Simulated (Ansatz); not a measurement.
# linear Y chain: one chain at several levels of theory

How many channels does the linear Y chain carry, and how sure is the answer?

Calculated with Ansatz 0.2.0; DFT PBE, plane waves, PAW; relaxation of a chain's period, in the first sound run; inputs show where later runs differ.

Most raw output is cut from this account.

### Step 1. The starting structure

The cell holds 1 atom: 1 Y. Cell: a = 7.500 Å, b = 7.500 Å, c = 3.534 Å, α = 90.0°, β = 90.0°, γ = 90.0°. Vacuum lies along a and b. The structure's axis is c.

### Step 2. Relaxing the period, level PBE, cutoff 420 eV

Band widths follow the bond lengths, so the chain is relaxed first. The atoms and the third cell vector are free; the box across stays fixed as vacuum. Moments are seeded so that a magnetic state can form if it lies lower. A Fermi-Dirac smearing is set since the result may be a metal. The pressure printed is a third of the stress's trace over the whole box, vacuum included; only the stress along the axis is relaxed.

Input file input.yaml:

```yaml
crystal:
  lattice:
    - [7.5, 0.0, 0.0]
    - [0.0, 7.5, 0.0]
    - [0.0, 0.0, 3.534]
  atoms:
    - { symbol: "Y", position: [0.5, 0.5, 0.0], spin: 1.0 }
magnetization:
  spin_polarized: true
kpoints:
  mp_grid: { grid: [1, 1, 23] }
scf:
  occupations: { method: fermi_dirac, width: 0.05 }
hamiltonian:
  xc: pbe
relax:
  cell: { fix: [a, b, alpha, beta, gamma] }
  max_steps: 60
```

Started as:

```sh
$ ansatz run input.yaml --threads 4 --pin off --max-ram 8192MiB --backend cpu --events-out ev --progress --plain --runs-dir out
```

It took 34 s on 4 threads of Arm Neoverse N1, shared host; peak memory 0.47 GiB; 2.1 min of CPU time.

The steps of the relaxation:

| step | energy less that of the first step (eV) | largest force component (eV/Å) | pressure (GPa) | volume (Å³) |
| --- | --- | --- | --- | --- |
| 1 | 0.0000 | 0.0000 | -0.84 | 198.79 |
| 2 | -0.0433 | 0.0000 | -0.75 | 193.92 |
| 3 | -0.0985 | 0.0000 | -0.48 | 184.23 |
| 4 | -0.1106 | 0.0000 | -0.59 | 178.78 |
| 5 | -0.1509 | 0.0000 | -0.40 | 169.09 |
| 6 | -0.1507 | 0.0000 | -0.30 | 166.87 |
| 7 | -0.1514 | 0.0000 | -0.35 | 168.07 |
| 8* | -0.1513 | 0.0000 | -0.35 | 168.07 |

Relaxation steps marked * repeat the geometry before them on a plane-wave basis chosen anew for their cell, so energy and pressure can jump there. Relaxation step 6 was tried and not accepted.

```
cell as run  before  after   change
      c (Å)   3.534  2.988  -15.5 %
```

The relaxed structure:

```xyz
1
Lattice="7.5000 0.0000 0.0000 0.0000 7.5000 0.0000 0.0000 0.0000 2.9879" Properties=species:S:1:pos:R:3
Y     3.7500    3.7500    0.0000
```

Numbers from this step:

```yaml
energy_at_zero_smearing: -3845.8627 eV
cell_length_along_the_wire: 2.988 Å
```

The cell's length comes to 2.988 Å with no moment. That is -15 % against the start, more than a small adjustment.

The cell shrank by 15.5 % in its periodic edges.

### Step 3. Bands of the perfect wire, level PBE, cutoff 420 eV

This step: DFT PBE, plane waves, PAW; channels and complex bands of a perfect chain (Ansatz 0.2.0).

At the relaxed period the Bloch states of the perfect chain are found at each energy: those that move forward count the open channels, and those that decay describe how a disturbance dies away inside the wire itself. An energy step of 0.035 eV is under the 0.039 eV that the program asks for its thermal average at 300 K.

Input file input.yaml:

```yaml
crystal:
  lattice:
    - [7.5, 0.0, 0.0]
    - [0.0, 7.5, 0.0]
    - [0.0, 0.0, 2.9878577559]
  atoms:
    - { symbol: "Y", position: [0.5, 0.5, 0.0] }
kpoints:
  mp_grid: { grid: [1, 1, 27] }
  band_path: { path: ["Γ", Z], npoints: 60 }
scf:
  occupations: { method: fermi_dirac, width: 0.05 }
hamiltonian:
  xc: pbe
output:
  transmission:
    e_range: [-2, 2]
    de: 0.035
    kmesh: [1, 1]
    reduced_basis: true
    leads: [[0, 0]]
  dos: { projected: true, e_range: [-6, 4] }
  write_potential: true
  write_density: true
  volumetric_format: npy
  elf: true
```

It took 15 s on 4 threads; peak memory 0.45 GiB; 53 s of CPU time.

This step gave:

```yaml
energy_at_zero_smearing: -3845.8598 eV
channels_at_the_energy_nearest_the_fermi_level_one_spin: 4
conductance_of_the_lead_as_this_run_defines_it: 4.000 G₀
band_gap: 0 eV
```

The open channels of the lead, one spin by energy, zero at the Fermi level:

| energy (eV) | open channels of the lead, one spin |
| --- | --- |
| -2.00 | 1 |
| -1.90 | 1 |
| -1.79 | 1 |
| -1.69 | 1 |
| -1.58 | 1 |
| -1.48 | 1 |
| -1.37 | 1 |
| -1.23 | 1 |
| -1.12 | 1 |
| -1.02 | 1 |
| -0.92 | 1 |
| -0.81 | 1 |
| -0.70 | 1 |
| -0.60 | 1 |
| -0.49 | 3 |
| -0.39 | 3 |
| -0.28 | 3 |
| -0.18 | 4 |
| -0.07 | 4 |
| -0.01 | 4 |
| 0.07 | 4 |
| 0.17 | 4 |
| 0.28 | 4 |
| 0.38 | 4 |
| 0.48 | 5 |
| 0.59 | 5 |
| 0.69 | 5 |
| 0.80 | 6 |
| 0.91 | 6 |
| 1.01 | 6 |
| 1.11 | 6 |
| 1.22 | 6 |
| 1.36 | 4 |
| 1.47 | 4 |
| 1.57 | 4 |
| 1.68 | 4 |
| 1.78 | 3 |
| 1.89 | 3 |
| 1.99 | 3 |

The slowest values at each energy, most degenerate partners merged, listed up to 1.5 1/Å. Im kz of the slowest decaying states against energy, zero at the Fermi level:

```
energy (eV)  decay 1 (Å⁻¹)  decay 2 (Å⁻¹)  decay 3 (Å⁻¹)  decay 4 (Å⁻¹)
     -2.000          0.545          0.570          0.886          0.955
     -1.790          0.509          0.528          0.850          0.921
     -1.615          0.475          0.492          0.819          0.891
     -1.405          0.430          0.446          0.779          0.853
     -1.195          0.379          0.398          0.737          0.813
     -0.985          0.318          0.345          0.691          0.771
     -0.810          0.253          0.297          0.651          0.733
     -0.600          0.135          0.229          0.597          0.684
     -0.390          0.136          0.537          0.630          0.861
     -0.215          0.481          0.580          0.831          0.960
     -0.005          0.401          0.513          0.793          0.930
      0.205          0.298          0.433          0.752          0.898
      0.415          0.118          0.331          0.707          0.866
      0.590          0.206          0.666          0.838           1.07
      0.800          0.611          0.803           1.04           1.15
      1.010          0.543          0.766           1.01           1.12
      1.185          0.467          0.734          0.982           1.10
      1.395          0.299          0.693          0.949           1.08
      1.605          0.338          0.649          0.914           1.05
      1.815         0.0392          0.352          0.602          0.877
```

The electronic bands at the labelled points (eV, zero at the Fermi level):

```
  point  band 5  band 6  band 7  band 8  band 9  band 10
      Γ   -2.40   -0.27    0.45    0.70    1.28     1.28
halfway   -0.78    0.51    0.51    1.15    1.33     1.58
      Z   -0.52   -0.52    1.75    2.12    2.17     2.52
```

Electrostatic potential energy in the ca plane at fractional y = 0.500, with atoms of Y within 0.2 Å of it. With pseudopotentials it is smooth inside the atoms' cores, unlike the true potential.

Values in eV, 24 rows by 15 columns, each cell a mean:
```
  3   3   3   3   3   3   3   3   3   3   3   3   3   3   3
  3   3   3   3   3   3   3   3   3   3   3   3   3   3   3
  2   2   3   3   3   3   3   3   3   3   3   3   3   3   2
  2   2   2   2   2   2   3   3   3   3   2   2   2   2   2
  1   2   2   2   2   2   2   2   2   2   2   2   2   2   2
  0   0   0   1   1   2   2   2   2   2   2   1   1   0   0
 -2  -2  -1  -1   0   1   1   2   2   1   1   0  -1  -1  -2
 -7  -6  -5  -4  -2  -1   0   1   1   0  -1  -2  -4  -5  -6
-20 -18 -14 -10  -6  -3  -1   0   0  -1  -3  -6 -10 -14 -18
-45 -42 -35 -24 -13  -7  -4  -2  -2  -4  -7 -13 -24 -35 -42
-58 -57 -53 -42 -26 -12  -6  -4  -4  -6 -12 -26 -42 -53 -57
-58 -58 -58 -50 -34 -16  -7  -5  -5  -7 -16 -34 -50 -58 -58
-58 -58 -56 -46 -30 -14  -7  -4  -4  -7 -14 -30 -46 -56 -58
-52 -50 -44 -32 -18  -9  -5  -3  -3  -5  -9 -18 -32 -44 -50
-28 -26 -21 -14  -8  -4  -2  -1  -1  -2  -4  -8 -14 -21 -26
-10  -9  -8  -5  -3  -1   0   0   0   0  -1  -3  -5  -8  -9
 -4  -3  -3  -2  -1   0   1   1   1   1   0  -1  -2  -3  -3
  0   0   0   0   1   1   2   2   2   2   1   1   0   0   0
  1   1   1   1   2   2   2   2   2   2   2   2   1   1   1
  2   2   2   2   2   2   3   3   3   3   2   2   2   2   2
  2   2   2   2   3   3   3   3   3   3   3   3   2   2   2
  3   3   3   3   3   3   3   3   3   3   3   3   3   3   3
  3   3   3   3   3   3   3   3   3   3   3   3   3   3   3
  3   3   3   3   3   3   3   3   3   3   3   3   3   3   3
```
Columns run along c (3.0 Å; values clipped at the 3rd and 97th percentile), rows up along a (7.5 Å). Atoms in or near the plane, at fractional coordinates: Y at (0.00, 0.50).

ELF in the ca plane at fractional y = 0.500, with atoms of Y within 0.2 Å of it. It is the smooth field of the valence electrons, not physical close to the nuclei.

Ten even steps from '0' (0.03) to '9' (0.84), each cell a mean:
```
211000000000011
111100000000111
111111222211111
111223444432211
001234566543210
000235777753200
000135777753100
000123577532100
654322455422345
999853233235899
899974222247999
469984211248996
789984222248998
999963233236999
877532344323577
221123566532112
000124677642100
000135777753100
001235677653210
011234455443211
111122222222111
111111111111111
211100000000111
221000000000012
```
Columns run along c (3.0 Å), rows up along a (7.5 Å). Atoms in or near the plane, at fractional coordinates: Y at (0.00, 0.50).

Valence density in the ca plane at fractional y = 0.500, with atoms of Y within 0.2 Å of it. It is the smooth field of the valence electrons, not physical close to the nuclei.

Ten even steps from '_' (0.0 e/Å³) to '@' (3.6 e/Å³), each cell a mean:
```
______________________________
______________________________
______________________________
______________________________
______________________________
______________________________
______________________________
______________________________
......____________________....
++++==::..____________..::==++
@@@@%%++::..________..::++%%@@
@@@@@@##--..________..--##@@@@
@@@@@@**--..________..--**@@@@
####++--..____________..--++##
::::....________________....::
______________________________
______________________________
______________________________
______________________________
______________________________
______________________________
______________________________
______________________________
______________________________
```
Columns run along c (3.0 Å), rows up along a (7.5 Å). Atoms in or near the plane, at fractional coordinates: Y at (0.00, 0.50).

By hand: the program gives 5.5097 × 10^14 S/m² over the cell's cross-section of 56.25 Å² = 5.625 × 10^-19 m², so one cell conducts 3.099 × 10^-4 S. Divided by G0 = 2e²/h = 7.748 × 10^-5 S this is 4.00 G0, a resistance of 3.23 kΩ.

At the computed energy nearest the Fermi level there are 4 channels a spin, and the thermal average gives 4.00 G₀.

### Step 4. The relaxed wire

This step: DFT PBEsol, plane waves, PAW; relaxation of a chain's period (Ansatz 0.2.0).

The relaxation is repeated under another functional. PBEsol weakens PBE's gradient terms and usually lands between LDA and PBE.

Input file input.yaml:

```yaml
crystal:
  lattice:
    - [7.5, 0.0, 0.0]
    - [0.0, 7.5, 0.0]
    - [0.0, 0.0, 3.534]
  atoms:
    - { symbol: "Y", position: [0.5, 0.5, 0.0], spin: 1.0 }
magnetization:
  spin_polarized: true
kpoints:
  mp_grid: { grid: [1, 1, 23] }
scf:
  occupations: { method: fermi_dirac, width: 0.05 }
hamiltonian:
  xc: pbesol
relax:
  cell: { fix: [a, b, alpha, beta, gamma] }
  max_steps: 60
```

Run time: 15 s. Hardware: 4 threads; peak memory 0.43 GiB.

Step by step:

```csv
step,energy less that of the first step (eV),largest force component (eV/Å),pressure (GPa),volume (Å³)
1,0.0000,0.0000,-0.94,198.79
2,-0.0577,0.0000,-0.85,193.21
3,-0.1290,0.0000,-0.59,183.52
4,-0.1727,0.0000,-0.78,175.12
5,-0.2198,0.0000,-0.44,165.43
6,-0.2205,0.0000,-0.40,164.13
7*,-0.2204,0.0000,-0.40,164.13
```

Relaxation steps marked * repeat the geometry before them on a plane-wave basis chosen anew for their cell, so energy and pressure can jump there.

```
cell as run  before  after   change
      c (Å)   3.534  2.918  -17.4 %
```

Final coordinates:

```
Y
1.0
     7.50000    0.00000    0.00000
     0.00000    7.50000    0.00000
     0.00000    0.00000    2.91780
Y
1
Direct
  0.50000 0.50000 0.00000
```

The cell's length comes to 2.918 Å, -2.3 % against the first run, with no moment. That is -17 % against the start, more than a small adjustment.

The cell shrank by 17.4 % in its periodic edges.

### Step 5. The perfect wire, level PBEsol, cutoff 420 eV

This step: DFT PBEsol, plane waves, PAW; channels and complex bands of a perfect chain (Ansatz 0.2.0).

The channels are counted again under PBEsol, at the period that it gave.

Input file input.yaml:

```yaml
crystal:
  lattice:
    - [7.5, 0.0, 0.0]
    - [0.0, 7.5, 0.0]
    - [0.0, 0.0, 2.9178036147]
  atoms:
    - { symbol: "Y", position: [0.5, 0.5, 0.0] }
kpoints:
  mp_grid: { grid: [1, 1, 28] }
  band_path: { path: ["Γ", Z], npoints: 60 }
scf:
  occupations: { method: fermi_dirac, width: 0.05 }
hamiltonian:
  xc: pbesol
output:
  transmission:
    e_range: [-2, 2]
    de: 0.035
    kmesh: [1, 1]
    reduced_basis: true
    leads: [[0, 0]]
  dos: { projected: true, e_range: [-6, 4] }
```

Wall time 16 s (4 threads); peak memory 0.46 GiB; 54 s of CPU time.

At the computed energy nearest the Fermi level there are 4 channels a spin, and the thermal average gives 4.00 G₀.

### Step 6. Relaxation of atoms and period, cutoff 500 eV

This step: DFT r2SCAN, plane waves, PAW; relaxation of a chain's period (Ansatz 0.2.0).

The relaxation is repeated under another functional. r2SCAN also reads the kinetic-energy density; it often gives larger moments and wider gaps than PBE, at a higher cost. Against the first PBE run of this kind, the cutoff is 500 eV against 420.

Input file input.yaml:

```yaml
crystal:
  lattice:
    - [7.5, 0.0, 0.0]
    - [0.0, 7.5, 0.0]
    - [0.0, 0.0, 3.534]
  atoms:
    - { symbol: "Y", position: [0.5, 0.5, 0.0], spin: 1.0 }
magnetization:
  spin_polarized: true
kpoints:
  mp_grid: { grid: [1, 1, 23] }
scf:
  occupations: { method: fermi_dirac, width: 0.05 }
hamiltonian:
  xc: r2scan
relax:
  cell: { fix: [a, b, alpha, beta, gamma] }
  max_steps: 60
```

The job ended after 39 s (4 threads; peak memory 0.87 GiB; 2.5 min of CPU time).

Step by step:

```
step  energy less that of the first step (eV)  largest force component (eV/Å)  pressure (GPa)  volume (Å³)
   1                                   0.0000                          0.0000           -0.89       198.79
   2                                  -0.0479                          0.0000           -0.84       193.78
   3                                  -0.1105                          0.0000           -0.55       184.09
   4                                  -0.1165                          0.0000           -0.37       179.17
   5                                  -0.1167                          0.0000           -0.40       179.92
  6*                                  -0.1161                          0.0000           -0.40       179.92
```

Relaxation steps marked * repeat the geometry before them on a plane-wave basis chosen anew for their cell, so energy and pressure can jump there.

```
cell as run  before  after  change
      c (Å)   3.534  3.199  -9.5 %
```

Final coordinates:

```
Y
1.0
     7.50000    0.00000    0.00000
     0.00000    7.50000    0.00000
     0.00000    0.00000    3.19863
Y
1
Direct
  0.50000 0.50000 0.00000
```

The cell's length comes to 3.199 Å, +7.1 % against the first run, with an absolute moment of 1.80 μB a cell.

### Step 7. The wire at its relaxed period, level r2SCAN, cutoff 500 eV

This step: DFT r2SCAN, plane waves, PAW; channels and complex bands of a perfect chain (Ansatz 0.2.0).

The channels are counted again under r2SCAN, at the period that it gave. Its window is narrower, to save time.

input.yaml, the sections that differ from step 6:

```yaml
crystal:
  lattice:
    - [7.5, 0.0, 0.0]
    - [0.0, 7.5, 0.0]
    - [0.0, 0.0, 3.1986281723]
  atoms:
    - { symbol: "Y", position: [0.5, 0.5, 0.0], spin: 0.9 }
kpoints:
  mp_grid: { grid: [1, 1, 26] }
  band_path: { path: ["Γ", Z], npoints: 60 }
output:
  transmission:
    e_range: [-0.7, 0.7]
    de: 0.035
    kmesh: [1, 1]
    reduced_basis: true
    leads: [[0, 0]]
  dos: { projected: true, e_range: [-6, 4] }
# magnetization, scf, hamiltonian: as in step 6
# relax: removed
```

Wall time 3.3 min (4 threads); peak memory 1.9 GiB; 10 min of CPU time.

The open channels of the lead by energy, zero at the Fermi level:

```
energy (eV)  spin up  spin down
     -0.700        3          1
     -0.665        3          1
     -0.595        4          1
     -0.560        4          1
     -0.490        4          1
     -0.455        4          1
     -0.420        4          1
     -0.350        4          1
     -0.315        4          1
     -0.280        4          1
     -0.210        4          1
     -0.175        4          1
     -0.105        4          1
     -0.070        4          1
     -0.035        4          1
      0.000        4          1
      0.035        4          1
      0.070        4          1
      0.105        4          1
      0.175        4          1
      0.210        5          1
      0.280        5          1
      0.315        5          1
      0.350        5          1
      0.420        6          2
      0.455        6          2
      0.490        6          2
      0.560        6          2
      0.595        6          2
      0.665        6          4
      0.700        6          4
```

At the computed energy nearest the Fermi level there are 4 spin-up and 1 spin-down channels, and the thermal average gives 2.50 G₀.

### Step 8. Relaxation of atoms and period

This step: DFT LDA, plane waves, PAW; relaxation of a chain's period (Ansatz 0.2.0).

The relaxation is repeated under another functional. LDA has no gradient terms and tends to overbind, so it marks the short end of the likely bond lengths.

input.yaml, the sections that differ from step 7:

```yaml
crystal:
  lattice:
    - [7.5, 0.0, 0.0]
    - [0.0, 7.5, 0.0]
    - [0.0, 0.0, 3.534]
  atoms:
    - { symbol: "Y", position: [0.5, 0.5, 0.0], spin: 1.0 }
kpoints:
  mp_grid: { grid: [1, 1, 23] }
hamiltonian:
  xc: lda
relax:
  cell: { fix: [a, b, alpha, beta, gamma] }
  max_steps: 60
# magnetization, scf: as in step 7
# output: removed
```

It took 12 s on 4 threads; peak memory 0.4 GiB.

Step by step:

```csv
step,energy less that of the first step (eV),largest force component (eV/Å),pressure (GPa),volume (Å³)
1,0.0000,0.0000,-0.99,198.79
2,-0.0646,0.0000,-0.91,192.91
3,-0.1629,0.0000,-1.01,183.22
4,-0.2648,0.0000,-0.89,173.53
5,-0.3277,0.0000,-0.55,163.83
6,-0.3345,0.0000,-0.44,159.87
7,-0.3347,0.0000,-0.40,158.79
8*,-0.3347,0.0000,-0.40,158.79
```

Relaxation steps marked * repeat the geometry before them on a plane-wave basis chosen anew for their cell, so energy and pressure can jump there.

```
cell as run  before  after   change
      c (Å)   3.534  2.823  -20.1 %
```

The relaxed structure:

```
Y
1.0
     7.50000    0.00000    0.00000
     0.00000    7.50000    0.00000
     0.00000    0.00000    2.82287
Y
1
Direct
  0.50000 0.50000 0.00000
```

The cell's length comes to 2.823 Å, -5.5 % against the first run, with no moment. That is -20 % against the start, more than a small adjustment.

The cell shrank by 20.1 % in its periodic edges.

### Step 9. Bands of the perfect wire, level LDA, cutoff 420 eV

This step: DFT LDA, plane waves, PAW; channels and complex bands of a perfect chain (Ansatz 0.2.0).

The channels are counted again under LDA, at the period that it gave.

Input file input.yaml:

```yaml
crystal:
  lattice:
    - [7.5, 0.0, 0.0]
    - [0.0, 7.5, 0.0]
    - [0.0, 0.0, 2.8228670985]
  atoms:
    - { symbol: "Y", position: [0.5, 0.5, 0.0] }
kpoints:
  mp_grid: { grid: [1, 1, 29] }
  band_path: { path: ["Γ", Z], npoints: 60 }
scf:
  occupations: { method: fermi_dirac, width: 0.05 }
hamiltonian:
  xc: lda
output:
  transmission:
    e_range: [-2, 2]
    de: 0.035
    kmesh: [1, 1]
    reduced_basis: true
    leads: [[0, 0]]
  dos: { projected: true, e_range: [-6, 4] }
```

Wall time 13 s (4 threads); peak memory 0.44 GiB.

The open channels of the lead, one spin by energy, zero at the Fermi level:

| energy (eV) | open channels of the lead, one spin |
| --- | --- |
| -2.000 | 1 |
| -1.790 | 1 |
| -1.615 | 1 |
| -1.405 | 1 |
| -1.195 | 1 |
| -0.985 | 1 |
| -0.810 | 1 |
| -0.600 | 3 |
| -0.390 | 4 |
| -0.215 | 4 |
| -0.005 | 4 |
| 0.205 | 4 |
| 0.415 | 5 |
| 0.590 | 5 |
| 0.800 | 6 |
| 1.010 | 6 |
| 1.185 | 6 |
| 1.395 | 4 |
| 1.605 | 4 |
| 1.815 | 4 |

At the computed energy nearest the Fermi level there are 4 channels a spin, and the thermal average gives 4.00 G₀.

(Continued in part 2 of 2.)

[Logs are printed without paths, hosts, clocks, repeated set-up lines and the standing remarks that a program may print on its own settings, such as how far it seeks lower states.]

[Hosts, paths, dates, database ids (printed as entryN), source tags and the programs' standing remarks are cut or masked in the printed files.]
